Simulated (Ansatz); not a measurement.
## Lattice dynamics of (PbS)2(AgBr)2 [001] superlattice, started as rocksalt type

Wanted: phonon frequencies of (PbS)2(AgBr)2 [001] superlattice, started as rocksalt type and what follows from them.

Calculated with Ansatz 0.2.0; DFT PBEsol, scalar-relativistic, plane waves, PAW.

The structure was built from a prototype and need not be the compound's stable phase.

## (1) Starting point

It takes space group P4/nmm (No. 129, tetragonal). Conventional cell: a = 4.140 Å, b = 4.140 Å, c = 11.710 Å, α = 90.00°, β = 90.00°, γ = 90.00°. Nearest to Ag lie 5 Br at 2.93 Å and 1 S at 2.93 Å. Br has 5 Ag at 2.93 Å and 1 Pb at 2.93 Å nearest. Pb has 5 S at 2.93 Å and 1 Br at 2.93 Å nearest. S has 5 Pb at 2.93 Å and 1 Ag at 2.93 Å nearest. Farther neighbours and most contacts between anions are not listed.

## (2) Coarse relaxation

A rough relaxation comes first, because large forces or stress need no tight tolerances yet.

File input.yaml:

```yaml
crystal:
  lattice:
    - [2.9275, 2.9275, 0.0]
    - [-2.9275, 2.9275, 0.0]
    - [0.0, 0.0, 11.71]
  atoms:
    - { symbol: Ag, position: [0.0, 0.0, 0.5] }
    - { symbol: Ag, position: [0.5, 0.5, 0.75] }
    - { symbol: Br, position: [0.5, 0.5, 0.5] }
    - { symbol: Br, position: [1.0, 0.0, 0.75] }
    - { symbol: Pb, position: [0.0, 0.0, 0.0] }
    - { symbol: Pb, position: [0.5, 0.5, 0.25] }
    - { symbol: S, position: [0.5, 0.5, 0.0] }
    - { symbol: S, position: [1.0, 0.0, 0.25] }
kpoints:
  mp_grid: { grid: [6, 6, 2] }
hamiltonian:
  xc: pbesol
scf:
  occupations: { method: gaussian, width: 0.1 }
output:
  forces: true
  stress: true
  eigenvalues: true
relax:
  adjacent_minimum: "off"
  f_tol: 0.05
  max_steps: 80
  cell: { stress_tol: 0.5 }
```

Command:

```sh
$ ansatz run input.yaml --threads 4 --pin off --max-ram 14336MiB --backend cpu --events-out ev --progress --plain --runs-dir out
```

Numbers of over 12 decimals in the logs are rounded to 6 here.

Output:

```text
The last accepted step is kept in <dir> (removed where the run ends without a failure and the disk answers)
Engine: ansatz 0.2.0, aarch64-unknown-linux-gnu
Pseudopotentials: kind: paw
Pseudopotential: Ag, paw, valence charge 19, recommended cutoff 420 eV (normal), Ag.paw.azcp
Pseudopotential: Br, paw, valence charge 7, recommended cutoff 420 eV (normal), Br.paw.azcp
[...]
- [-2.938794, 2.938794, 0.0]
    - [0.0, 0.0, 11.239107]
  atoms:
    - { symbol: Ag, position: [0, 0, 0.481899] }
    - { symbol: Ag, position: [0.5, 0.5, 0.768101] }
    - { symbol: Br, position: [0.5, 0.5, 0.522293] }
    - { symbol: Br, position: [1.0, 0.0, 0.727707] }
    - { symbol: Pb, position: [0, 0, -0.00164727] }
    - { symbol: Pb, position: [0.5, 0.5, 0.251647] }
    - { symbol: S, position: [0.5, 0.5, -0.00825689] }
    - { symbol: S, position: [1.0, 0.0, 0.258257] }
[key lines of the parts left out:]
SCF converged after 5 iterations
Free energy (F): -45800.454119 eV
Fermi energy:    9.070925 eV
P = ⅓ Tr σ = -0.0197 GPa (-0.197 kbar)
```

Elapsed: 29 s, on 4 threads of Arm Neoverse V1, shared host; peak memory 0.7 GiB.

Relaxation path:

| step | energy less that of the first step (eV) | largest force component (eV/Å) | pressure (GPa) | volume (Å³) |
| --- | --- | --- | --- | --- |
| 1 | 0.0000 | 0.9355 | -0.95 | 200.72 |
| 2 | -0.2888 | 0.2917 | -0.44 | 196.36 |
| 3 | -0.3835 | 0.2582 | 0.22 | 193.16 |
| 4 | -0.4085 | 0.2057 | 0.27 | 193.60 |
| 5 | -0.4163 | 0.0982 | -0.21 | 194.59 |
| 6 | -0.4200 | 0.0047 | -0.02 | 194.13 |
| 7* | -0.4191 | 0.0048 | -0.02 | 194.13 |

Relaxation steps marked * repeat the geometry before them on a plane-wave basis chosen anew for their cell, so energy and pressure can jump there.

The run keeps the 16 symmetry operations that it works with, so distortions that break them were not tested.

| conventional cell, symmetrised | before | after | change |
| --- | --- | --- | --- |
| a (Å) | 4.140 | 4.156 | +0.4 % |
| b (Å) | 4.140 | 4.156 | +0.4 % |
| c (Å) | 11.710 | 11.239 | -4.0 % |
| volume (Å³/atom) | 25.09 | 24.27 | -3.3 % |

The atoms that moved most (Å, as changes of fractional coordinates times the final cell):

| atom | dx | dy | dz | length |
| --- | --- | --- | --- | --- |
| Br3 | 0.000 | 0.000 | 0.251 | 0.251 |
| Br4 | 0.000 | 0.000 | -0.251 | 0.251 |
| Ag2 | 0.000 | 0.000 | 0.203 | 0.203 |
| Ag1 | 0.000 | 0.000 | -0.203 | 0.203 |
| S7 | 0.000 | 0.000 | -0.093 | 0.093 |
| S8 | 0.000 | 0.000 | 0.093 | 0.093 |
| Pb5 | 0.000 | 0.000 | -0.019 | 0.019 |
| Pb6 | 0.000 | 0.000 | 0.019 | 0.019 |

This step gave:

```yaml
pressure: -0.01969 GPa
gap_on_the_k_mesh: 0.9135 eV
volume_per_atom: 24.27 Å³
direct_gap_on_mesh: 0.9135 eV
```

In this step the volume went from 25.09 to 24.27 Å³/atom.

## (3) Relaxation

The cell and atoms are relaxed, since residual forces and stress would shift the frequencies.

File input.yaml:

```yaml
crystal:
  lattice:
    - [2.9387940211, 2.9387940211, 0.0]
    - [-2.9387940211, 2.9387940211, 0.0]
    - [0.0, 0.0, 11.2391065963]
  atoms:
    - { symbol: Ag, position: [0.0, 0.0, 0.4818987657] }
    - { symbol: Ag, position: [0.5, 0.5, 0.7681012343] }
    - { symbol: Br, position: [0.5, 0.5, 0.5222930594] }
    - { symbol: Br, position: [1.0, 0.0, 0.7277069406] }
    - { symbol: Pb, position: [0.0, 0.0, -0.0016472724] }
    - { symbol: Pb, position: [0.5, 0.5, 0.2516472724] }
    - { symbol: S, position: [0.5, 0.5, -0.008256892] }
    - { symbol: S, position: [1.0, 0.0, 0.258256892] }
kpoints:
  mp_grid: { grid: [6, 6, 2] }
hamiltonian:
  xc: pbesol
scf:
  occupations: { method: gaussian, width: 0.02 }
output:
  forces: true
  stress: true
  eigenvalues: true
relax:
  adjacent_minimum: "off"
  f_tol: 0.005
  max_steps: 80
  cell: { stress_tol: 0.05 }
```

Output:

```text
[...]
Crystal: 8 atoms, lattice volume = 194.133 Å³
Basis set: ecut = 420 eV, 3773 PW (Γ), exchange–correlation on 60×60×160 points (8 copies of the dense FFT grid, shifted against one another)
Bands: 56, of which v1, the nominal top of the filled ones, is band 46 counted from 1 (45 counted from 0)
Symmetry: 16 space group operations
[...]
k-points: 20 of 72
[...]
- [0.0, 0.0, 11.2391065963]
  atoms:
    - { symbol: Ag, position: [0.0, 0.0, 0.4818987657] }
    - { symbol: Ag, position: [0.5, 0.5, 0.7681012343] }
    - { symbol: Br, position: [0.5, 0.5, 0.5222930594] }
    - { symbol: Br, position: [1.0, 0.0, 0.7277069406] }
    - { symbol: Pb, position: [0.0, 0.0, -0.00164727] }
    - { symbol: Pb, position: [0.5, 0.5, 0.2516472724] }
    - { symbol: S, position: [0.5, 0.5, -0.008256892] }
    - { symbol: S, position: [1.0, 0.0, 0.258256892] }
[key lines of the parts left out:]
SCF converged after 4 iterations
Free energy (F): -45800.454119 eV
Fermi energy:    9.070924 eV
P = ⅓ Tr σ = -0.0197 GPa (-0.197 kbar)
```

Elapsed: 8.2 s, on 4 threads; peak memory 0.69 GiB.

Little changed from the start: no atom moved by 0.005 Å and no cell edge by 0.1 %.

Numbers from this step:

| Property | Result |
| --- | --- |
| pressure | -0.01970 GPa |

In this step the volume went from 24.27 to 24.27 Å³/atom.

## (4) Tight relaxation

Phonons need a cell at rest on their own settings, so the relaxation is repeated with tight tolerances on forces and stress, using the mesh and the filling of the phonon run that follows.

Changes to input.yaml since step 3:

```diff
@@ -15,3 +15,3 @@
 kpoints:
-  mp_grid: { grid: [6, 6, 2] }
+  mp_grid: { grid: [8, 8, 2] }
 hamiltonian:
@@ -19,3 +19,3 @@
 scf:
-  occupations: { method: gaussian, width: 0.02 }
+  occupations: { method: fixed }
 output:
@@ -26,4 +26,4 @@
   adjacent_minimum: "off"
-  f_tol: 0.005
-  max_steps: 80
-  cell: { stress_tol: 0.05 }
+  f_tol: 0.001
+  max_steps: 60
+  cell: { stress_tol: 0.01 }
```

Output:

```text
[...]
Crystal: 8 atoms, lattice volume = 194.133 Å³
Basis set: ecut = 420 eV, 3773 PW (Γ), exchange–correlation on 60×60×160 points (8 copies of the dense FFT grid, shifted against one another)
Bands: 56, of which v1, the nominal top of the filled ones, is band 46 counted from 1 (45 counted from 0)
Symmetry: 16 space group operations
[...]
k-points: 30 of 128
[...]
- [0.0, 0.0, 11.239749]
  atoms:
    - { symbol: Ag, position: [0, 0, 0.481946] }
    - { symbol: Ag, position: [0.500000, 0.500000, 0.768054] }
    - { symbol: Br, position: [0.500000, 0.500000, 0.522372] }
    - { symbol: Br, position: [1.000000, 0.0, 0.727628] }
    - { symbol: Pb, position: [0, 0, -0.00173431] }
    - { symbol: Pb, position: [0.500000, 0.500000, 0.251734] }
    - { symbol: S, position: [0.500000, 0.500000, -0.00830807] }
    - { symbol: S, position: [1.000000, 0.0, 0.258308] }
[key lines of the parts left out:]
SCF converged after 6 iterations
Free energy (F): -45800.453712 eV
Fermi energy:    8.621155 eV
P = ⅓ Tr σ = 0.0008 GPa (0.008 kbar)
```

The job ended after 23 s (4 threads; peak memory 0.73 GiB; 91 s of CPU time).

Little changed from the start: no atom moved by 0.005 Å and no cell edge by 0.1 %.

Numbers from this step:

```yaml
pressure: 8.36e-4 GPa
gap_on_the_k_mesh: 0.9122 eV
volume_per_atom: 24.26 Å³
direct_gap_on_mesh: 0.9122 eV
```

The largest force component left is 0.82 meV/Å and the pressure is 0.001 GPa, within the tolerances set. The cell now holds 24.26 Å³/atom.

[end of part 1 of 2]

[Logs are printed without paths, hosts, clocks, repeated set-up lines and the standing remarks that a program may print on its own settings, such as how far it seeks lower states.]

[Hosts, paths, dates, database ids (printed as entryN), source tags and the programs' standing remarks are cut or masked in the printed files.]
